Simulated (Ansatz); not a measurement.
# ZnCu2SnS4 (I-4): spin-orbit coupling beyond the local functionals

Wanted: gaps of ZnCu2SnS4 (I-4) with and without spin-orbit coupling, with cost.

Calculated with Ansatz 0.2.0; density functionals with and without spin-orbit coupling, plane waves, PAW.

**What was measured.**

- Gap 1.5 eV: direct optical gap from Tauc plot; UV-Vis diffuse reflectance, Kubelka-Munk and Tauc analysis; film (“Impact of excess and disordered Sn sites on Cu2ZnSnS4 absorber material and device performance: A 119Sn Mossbauer Study”, 2018, arxiv:1808.01870).

### Step 1. Starting point

The structure is tetragonal, space group I-4 (No. 82). The conventional cell has a = 5.434 Å, b = 5.434 Å, c = 10.850 Å, α = 90.00°, β = 90.00°, γ = 90.00°. Nearest to Zn lie 4 S at 2.33 Å. Cu has 4 S at 2.33 Å nearest. Nearest to Cu lie 4 S at 2.33 Å. Nearest to Sn lie 4 S at 2.41 Å. S has 1 Zn at 2.33 Å and 2 Cu at 2.33 Å and 1 Sn at 2.41 Å nearest. Farther neighbours and most contacts between anions are not listed.

Structure file:

```cif
data_structure
_symmetry_space_group_name_H-M 'I-4'
_symmetry_Int_Tables_number 82
_cell_length_a 5.4342
_cell_length_b 5.4342
_cell_length_c 10.8496
_cell_angle_alpha 90.000
_cell_angle_beta 90.000
_cell_angle_gamma 90.000
_cell_volume 320.39
loop_
_atom_site_label
_atom_site_type_symbol
_atom_site_symmetry_multiplicity
_atom_site_Wyckoff_symbol
_atom_site_fract_x
_atom_site_fract_y
_atom_site_fract_z
_atom_site_occupancy
Zn1 Zn 2 d 0.50000 0.00000 0.25000 1
Cu1 Cu 2 a 0.00000 0.00000 0.00000 1
Cu2 Cu 2 c 0.00000 0.50000 0.25000 1
Sn1 Sn 2 b 0.50000 0.50000 0.00000 1
S1 S 8 g 0.75620 0.24340 0.12821 1
```

The cell and positions come from the Crystallography Open Database and are kept as given unless a step says otherwise.

### Step 2. HSE06, 4×4×4 mesh

This step: DFT, HSE06, plane waves, PAW; PAW set soft_1.

File input.yaml:

```yaml
crystal:
  lattice:
    - [-2.7171, 2.7171, 5.4248]
    - [2.7171, -2.7171, 5.4248]
    - [2.7171, 2.7171, -5.4248]
  atoms:
    - { symbol: Zn, position: [0.25, 0.75, 0.5] }
    - { symbol: Cu, position: [0.0, 0.0, 0.0] }
    - { symbol: Cu, position: [0.75, 0.25, 0.5] }
    - { symbol: Sn, position: [0.5, 0.5, 0.0] }
    - { symbol: S, position: [0.37161, 0.88441, 0.9996] }
    - { symbol: S, position: [0.11559, 0.11519, 0.4872] }
    - { symbol: S, position: [0.88481, 0.37201, 0.0004] }
    - { symbol: S, position: [0.62799, 0.62839, 0.5128] }
kpoints:
  mp_grid: { grid: [4, 4, 4] }
  band_path:
    path:
      - [0.0, 0.0, 0.0]
      - [0.0, 0.0, 0.5]
      - [0.25, 0.25, 0.25]
      - [0.0, 0.5, 0.0]
      - [0.5, 0.5, -0.5]
      - [0.31271679, 0.68728321, -0.31271679]
      - [-0.31271679, 0.31271679, 0.31271679]
      - [-0.12543357, 0.12543357, 0.5]
    npoints: 1
hamiltonian:
  xc: hse06
  pseudopotentials: { kind: paw, azcp: { folder: soft_1 } }
scf:
  occupations: { method: fixed }
  n_extra_bands: 6
output:
  eigenvalues: true
```

Launch:

```
$ ansatz run input.yaml --threads 3 --pin off --max-ram 92160MiB --backend cuda --events-out ev --progress --plain --runs-dir out --devices 1 --max-vram 13GiB
```

Numbers of over 12 decimals in the logs are rounded to 6 here.

Log:

```text
scf.n_extra_bands = 6 over 44 filled bands (N_el = 88.0): the run solves 50 bands
GPUs: using 1 of 1 available (devices: 1).
Engine: ansatz 0.2.0, x86_64-unknown-linux-gnu
Pseudopotentials: kind: paw
Pseudopotential: Zn, paw, valence charge 12, recommended cutoff 420 eV (normal), soft_1/Zn.paw.azcp
Pseudopotential: Cu, paw, valence charge 19, recommended cutoff 420 eV (normal), soft_1/Cu.paw.azcp
Pseudopotential: Sn, paw, valence charge 14, recommended cutoff 420 eV (normal), soft_1/Sn.paw.azcp
Pseudopotential: S, paw, valence charge 6, recommended cutoff 420 eV (normal), soft_1/S.paw.azcp
Functional definition: HSE06
  parameter a = 0.25
  parameter omega = 0.11/bohr
  exchange = pbe_x - a*pbe_x_sr(omega) + a*exact_x_sr(omega)
  correlation = pbe_c
davidson cushion auto → on  (no smearing: the cushion is to keep the highest requested band from converging to the state above it; pin scf.eigensolver.cushion to override)
device memory: the entry about to start is reckoned to put 3.5 GiB on a device that reports 35.7 GiB free (of which the cap on the GPU budget leaves the run 13.0 GiB)
GPU FFT provider: cuFFT
GPU libraries: cuBLAS 13.8.2, cuFFT 12.4.0, cuSOLVER 12.3.4
Crystal: 8 atoms, lattice volume = 160.197 Å³
Basis set: ecut = 420 eV, 3083 PW (Γ)
Bands: 50, of which v1, the nominal top of the filled ones, is band 44 counted from 1 (43 counted from 0)
Symmetry: 4 space group operations
Space group: I-4 (ITA 82), of the structure as read, at distance tolerance 5.4e-5 Å
k-points: 14 of 64 (time reversal used)
Non-local potential: Zn, projectors of the file, l = 0: 2, l = 1: 2, l = 2: 3, l = 3: 1
Non-local potential: Cu, projectors of the file, l = 0: 3, l = 1: 2, l = 2: 3, l = 3: 1
Non-local potential: Sn, projectors of the file, l = 0: 2, l = 1: 2, l = 2: 2, l = 3: 1
Non-local potential: S, projectors of the file, l = 0: 2, l = 1: 2, l = 2: 1
PAW form: soft (Blöchl's): semilocal exchange-correlation on the pseudo side does not see the compensation charge
PAW frozen core: Zn, regenerated for the run's functional, and the local potential with it (the file was generated under x = pbe(κ = 0.804, μ = 0.219515), c = pbe(β = 0.066725))
PAW frozen core: Cu, regenerated for the run's functional, and the local potential with it (the file was generated under x = pbe(κ = 0.804, μ = 0.219515), c = pbe(β = 0.066725))
PAW frozen core: Sn, regenerated for the run's functional, and the local potential with it (the file was generated under x = pbe(κ = 0.804, μ = 0.219515), c = pbe(β = 0.066725))
PAW frozen core: S, regenerated for the run's functional, and the local potential with it (the file was generated under x = pbe(κ = 0.804, μ = 0.219515), c = pbe(β = 0.066725))
PAW one-centre angular grid: Zn, 590 points (default); XC on 64 Gauss nodes
[...]
Frozen-core exchange: fock
SCF iter   1: F=—  HF=-26210.512961 eV  |F-HF|=—  |Δ(HF+E_count)|=         —  Δρ=1.40e-4  dr2=2.25e-5  ethr=1.74e-6  ⟨swp⟩=3.4  Hψ=1663  notcnv=0
preconditioner: auto → none  [insulator: Δε(μ)=1.478 eV  Ē_g=12.645 eV  n_scr=36 (ndim 8)  ℏωp=24.9 eV  f_vac=0.046]
SCF iter   2: F=—  HF=-26210.512968 eV  |F-HF|=—  |Δ(HF+E_count)|=   6.97e-6  Δρ=1.90e-4  dr2=4.26e-5  ethr=2.20e-8  ⟨swp⟩=4.6  Hψ=2303  notcnv=0
SCF iter   3: F=—  HF=-26210.512960 eV  |F-HF|=—  |Δ(HF+E_count)|=   7.41e-6  Δρ=5.61e-5  dr2=4.81e-6  ethr=2.20e-8  ⟨swp⟩=3.9  Hψ=1955  notcnv=0
SCF iter   4: F=—  HF=-26210.512965 eV  |F-HF|=—  |Δ(HF+E_count)|=   4.43e-6  Δρ=1.90e-5  dr2=6.22e-7  ethr=4.67e-9  ⟨swp⟩=5.3  Hψ=1923  notcnv=0  defer=3
iter 5 solved again at ethr=4.10e-11 eV; its pass at ethr=5.81e-10 eV (dr2=3.60e-8 eV) is discarded
SCF iter   5: F=-26210.512965 eV  HF=-26210.512965 eV  |F-HF|=3.70e-8  |Δ(HF+E_count)|=   1.09e-7  Δρ=5.21e-6  dr2=6.19e-8  ethr=4.10e-11  ⟨swp⟩=3.4  Hψ=3427  notcnv=0
SCF 3 converged in 5 iterations: F = -26210.512965 eV  dr2 = 6.19e-8
hybrid outer 2: dexx = +4.876e-6 eV, tail = 3.09e-7 eV, Δε = 6.01e-3 eV (about 2.45e-4 eV left of the loop's levels)
the search or the solves at the SCF's close seem to have found levels that the self-consistency loop had missed (the run counts 1). By its estimate they hold under 1e-12 electrons; where the run keeps them, the occupations were computed again with them
device memory: the entry about to start is reckoned to put 1.3 GiB on a device that reports 53.3 GiB free (of which the cap on the GPU budget leaves the run 13.0 GiB)
NSCF: frozen V_eff on 8 k-points
hybrid SCF converged: 2 outer / 14 inner (+10 warm-up), last move |dexx| = 4.88e-6 eV, tail = 3.09e-7 eV
Stability not checked: this state was not tested for a lower state beside it, because the functional holds exact exchange (a hybrid, or Hartree-Fock), whose exchange loop this test does not read (fock_operator; see scf.lower_state_search)
Free energy (F): -26210.512964 eV
Frozen-core exchange: fock
Harris-Foulkes:  -26210.512964 eV  (|F-HF|=3.70e-8)
Internal energy: -26210.512964 eV  (E = F + TS)
E sigma→0 (E₀):  -26210.512964 eV
Fermi energy:    7.169637 eV
--- Per-component energies (eV) ---
  E_band       = -1290.728530
  E_kinetic    = 1256.562220
  E_local      = -16330.049578  (includes V_loc(G=0)·N_el)
  E_nonlocal   = 2927.197898
  E_hartree    = 7023.932677
  E_xc         = -558.260619
  E_vxc        = -510.095719  (∫ρ·V_xc dr)
  E_exx        = -342.610749  (= α·E_x^exact, valence–valence)
  E_paw        = -12162.905870  (= ΣΔE_a)
  E_vpaw       = -1996.961309  (= ΣTr[D̂ρ^β])
  E_aug_tail   = 0.002054  (compensation charges beyond the density's cutoff)
  E_ewald      = -8024.456617
  E_core_change = 0.075621  (= ΣΔE_core)
  E_smearing   = -0.000000  (= −TS)
  E_closure    = 0.000000  (closes the sum)
  Σ components = -26210.512964   (vs F -26210.512964, Δ=0.00e0)
--- Band table (eV; the first three rows and the last of 14) ---
  k-point 0: bands = [... 40 lower, 5.4212, 7.1064, 7.1064, 7.1696, 8.6486, 10.2564, 11.3628, 12.1819, ... 2 higher]
  k-point 1: bands = [... 40 lower, 5.7958, 5.9135, 6.5165, 6.9443, 9.6689, 11.3088, 11.7579, 12.0146, ... 2 higher]
  k-point 2: bands = [... 40 lower, 6.2690, 6.3767, 6.5883, 6.6858, 9.1534, 10.8158, 11.6497, 12.6103, ... 2 higher]
  k-point 13: bands = [... 40 lower, 5.9018, 5.9018, 6.1767, 6.1767, 9.7721, 10.2868, 10.2868, 10.7737, ... 2 higher]
```

Elapsed: 58 s, on 1 × NVIDIA H100 80GB HBM3 (shared by 6 runs) with 3 threads of AMD EPYC 7R13 (Zen 3), shared host; peak memory 1.5 GiB.

The column dr2 measures how far the density is from self-consistency, as an energy; F and HF (Harris–Foulkes) agree once it is small.

Numbers from this step:

```yaml
gap: 1.479 eV
valence_top_at: Γ
conduction_bottom_at: Γ
least_direct_gap: 1.479 eV
exact_exchange_fraction: 0.25
```

The gap is direct, at Γ.

### Step 3. HSE06+SOC, 4×4×4 mesh

Spin-orbit coupling can split or shift the edges; a non-collinear run measures by how much.

This step: DFT, HSE06 with spin-orbit coupling, plane waves, PAW; PAW set soft_1.

input.yaml, as its differences from that of step 2:

```diff
@@ -29,6 +29,9 @@
   xc: hse06
-  pseudopotentials: { kind: paw, azcp: { folder: soft_1 } }
+  pseudopotentials: { kind: paw_fr, azcp: { folder: soft_1 } }
 scf:
-  occupations: { method: fixed }
-  n_extra_bands: 6
+  occupations: { method: fermi_dirac, width: 0.02 }
+  n_extra_bands: 12
+magnetization:
+  noncollinear: true
+  spin_orbit: true
 output:
```

Log:

```text
[...]
GPUs: using 1 of 1 available (devices: 1).
[...]
non-collinear run that drives no moment, with spin-orbit: no starting moment large enough to seed its density (crystal.atoms[].spin), no starting occupations that ask for one, no magnetisation constraint and no magnetic field, so the semilocal B_xc is pinned to zero
[...]
GPU FFT provider: cuFFT
GPU libraries: cuBLAS 13.8.2, cuFFT 12.4.0, cuSOLVER 12.3.4
Crystal: 8 atoms, lattice volume = 160.197 Å³
Basis set: ecut = 420 eV, 3083 PW (Γ)
Bands: 100, of which v1, the nominal top of the filled ones, is band 88 counted from 1 (87 counted from 0)
Symmetry: 4 space group operations + 4 with time reversal
[...]
k-points: 14 of 64 (time reversal used)
Projection manifold: j_resolved (fully-relativistic pseudo-atomic orbitals)
[...]
GPU buffer pool allocated for 91125 grid points (all kernels)
[...]
SCF iter   1: F=—  HF=-26208.696188 eV  |F-HF|=—  |Δ(HF+E_count)|=         —  Δρ=3.92e-2  dr2=1.98e0  dr2_m=0.00e0 (ungated)  ethr=1.00e-1  |M|=0.00e0 ∫|m|=0.00e0 μB  |m|>n=0.0e0 m-floor=0.0e0 τ_xc=0.0e0  β_m=0.30  ⟨swp⟩=5.2  Hψ=4988  notcnv=0
[...]
SCF iter   9: F=-26208.517152 eV  HF=-26208.517153 eV  |F-HF|=7.93e-7  |Δ(HF+E_count)|=   7.01e-6  Δρ=6.46e-5  dr2=4.12e-6  dr2_m=0.00e0 (ungated)  ethr=7.08e-8  |M|=0.00e0 ∫|m|=0.00e0 μB  |m|>n=0.0e0 m-floor=0.0e0 τ_xc=0.0e0  ⟨swp⟩=3.0  Hψ=2920  notcnv=0
SCF 1 stopped early in 9 iterations: F = -26208.517152 eV  dr2 = 4.12e-6
[...]
GPU FFT provider: cuFFT
GPU libraries: cuBLAS 13.8.2, cuFFT 12.4.0, cuSOLVER 12.3.4
Projection manifold: j_resolved (fully-relativistic pseudo-atomic orbitals)
[...]
GPU buffer pool allocated for 91125 grid points (all kernels)
[...]
Frozen-core exchange: fock
SCF iter   1: F=—  HF=-26207.677672 eV  |F-HF|=—  |Δ(HF+E_count)|=         —  Δρ=3.57e-2  dr2=1.47e0  dr2_m=0.00e0 (ungated)  ethr=4.69e-8  |M|=0.00e0 ∫|m|=0.00e0 μB  |m|>n=0.0e0 m-floor=0.0e0 τ_xc=0.0e0  β_m=0.30  ⟨swp⟩=11.6  Hψ=9671  notcnv=0
[...]
SCF iter   9: F=-26207.429751 eV  HF=-26207.429775 eV  |F-HF|=2.37e-5  |Δ(HF+E_count)|=   7.15e-5  Δρ=1.42e-4  dr2=3.30e-5  dr2_m=0.00e0 (ungated)  ethr=4.69e-8  |M|=0.00e0 ∫|m|=0.00e0 μB  |m|>n=0.0e0 m-floor=0.0e0 τ_xc=0.0e0  ⟨swp⟩=4.0  Hψ=4080  notcnv=0
SCF 2 stopped early in 9 iterations: F = -26207.429751 eV  dr2 = 3.30e-5
[...]
hybrid outer 1: dexx = +6.055e-2 eV, tail = 3.55e-4 eV
GPU FFT provider: cuFFT
GPU libraries: cuBLAS 13.8.2, cuFFT 12.4.0, cuSOLVER 12.3.4
Projection manifold: j_resolved (fully-relativistic pseudo-atomic orbitals)
GPU buffer pool allocated for 91125 grid points (all kernels)
[...]
Frozen-core exchange: fock
SCF iter   1: F=—  HF=-26207.427516 eV  |F-HF|=—  |Δ(HF+E_count)|=         —  Δρ=9.02e-5  dr2=7.84e-6  dr2_m=0.00e0 (ungated)  ethr=2.02e-6  |M|=0.00e0 ∫|m|=0.00e0 μB  |m|>n=0.0e0 m-floor=0.0e0 τ_xc=0.0e0  β_m=0.30  ⟨swp⟩=6.6  Hψ=3244  notcnv=0
[...]
SCF iter   5: F=-26207.427524 eV  HF=-26207.427524 eV  |F-HF|=3.35e-9  |Δ(HF+E_count)|=   2.09e-8  Δρ=2.19e-6  dr2=4.03e-8  dr2_m=0.00e0 (ungated)  ethr=5.78e-12 (applied; sched 5.16e-12)  |M|=0.00e0 ∫|m|=0.00e0 μB  |m|>n=0.0e0 m-floor=0.0e0 τ_xc=0.0e0  ⟨swp⟩=3.1  Hψ=6642  notcnv=0
SCF 3 converged in 5 iterations: F = -26207.427524 eV  dr2 = 4.03e-8
[...]
NSCF: frozen V_eff on 8 k-points
[...]
Magnetization: |M| = 0.0000 μB,  M = (+0.0000, +0.0000, +0.0000) μB
Absolute magnetization: 0.0000 μB (∫|m|)
  site 0: m = (+0.0000, +0.0000, +0.0000) μB, |m| = 0.0000 μB  (R = 0.96 Å)
  site 1: m = (+0.0000, +0.0000, +0.0000) μB, |m| = 0.0000 μB  (R = 0.96 Å)
  site 2: m = (+0.0000, +0.0000, +0.0000) μB, |m| = 0.0000 μB  (R = 0.96 Å)
  site 3: m = (+0.0000, +0.0000, +0.0000) μB, |m| = 0.0000 μB  (R = 0.99 Å)
  site 4: m = (+0.0000, +0.0000, +0.0000) μB, |m| = 0.0000 μB  (R = 0.96 Å)
  site 5: m = (+0.0000, +0.0000, +0.0000) μB, |m| = 0.0000 μB  (R = 0.96 Å)
  site 6: m = (+0.0000, +0.0000, +0.0000) μB, |m| = 0.0000 μB  (R = 0.96 Å)
  site 7: m = (+0.0000, +0.0000, +0.0000) μB, |m| = 0.0000 μB  (R = 0.96 Å)
Free energy (F): -26207.427524 eV
Frozen-core exchange: fock
[...]
Internal energy: -26207.427524 eV  (E = F + TS)
E sigma→0 (E₀):  -26207.427524 eV
Fermi energy:    7.913374 eV
[...]
--- Band table (eV; the first three rows and the last of 14) ---
  k-point 0: bands = [... 84 lower, 7.1147, 7.1147, 7.1751, 7.1751, 8.6502, 8.6502, 10.2505, 10.2505, ... 8 higher]
  k-point 1: bands = [... 84 lower, 6.5137, 6.5325, 6.9361, 6.9613, 9.6655, 9.6751, 11.2808, 11.3189, ... 8 higher]
  k-point 2: bands = [... 84 lower, 6.5922, 6.5922, 6.6964, 6.6964, 9.1563, 9.1563, 10.8083, 10.8083, ... 8 higher]
  k-point 13: bands = [... 84 lower, 6.1870, 6.1870, 6.1889, 6.1889, 9.7753, 9.7753, 10.2391, 10.2391, ... 8 higher]
```

It took 2.7 min on 1 × NVIDIA H100 80GB HBM3 (shared by 6 runs) with 3 threads; peak memory 3.3 GiB.

This step gave:

| Item | Value |
| --- | --- |
| gap | 1.475 eV |
| valence top at | Γ |
| conduction bottom at | Γ |
| least direct gap | 1.475 eV |
| exact-exchange fraction | 0.25 |

The gap is that of HSE06.

### Step 4. Together

Times are wall times on 1 × NVIDIA H100 80GB HBM3 (shared by 6 runs) with 3 threads of AMD EPYC 7R13 (Zen 3), shared host, good to a factor of about two.

```csv
level,gap (eV),with coupling (eV),change (eV),time,with coupling
HSE06,1.48,1.48,−0.004,58 s,2.7 min
```

### Step 5. What came out

| Quantity | Value |
| --- | --- |
| HSE06 | 1.48 eV |
| HSE06+SOC | 1.48 eV |

**Reading.** Spin-orbit coupling changes the gap by −0.004 eV and the least direct gap by −0.004 eV. Against experiment, by HSE06+SOC: the direct gap of 1.48 eV lies −0.02 eV from the measured 1.5 eV (direct, 2018). An exciton line or allowed optical edge lies below the quasiparticle gap by the binding energy; a forbidden edge can push the onset above it. The lattice is static and excitons are left out. The runs have no spin polarisation. For a closed low-spin shell that is the natural state; where a d or f shell is open it is a constraint, and the gap is then not the crystal's own.

[Paths, hosts, dates, memory and timing lines, banners, echoed tables and standing remarks are left out of the program output.]

[Logs are printed without paths, hosts, clocks, repeated set-up lines and the standing remarks that a program may print on its own settings, such as how far it seeks lower states.]

[Runs of the session that timed out or met a known fault of the program may be left out.]

[Cells called generated may have been cut or substituted from an entry of the Crystallography Open Database or the Materials Project.]

[Hosts, paths, dates, database ids (printed as entryN), source tags and the programs' standing remarks are cut or masked in the printed files.]
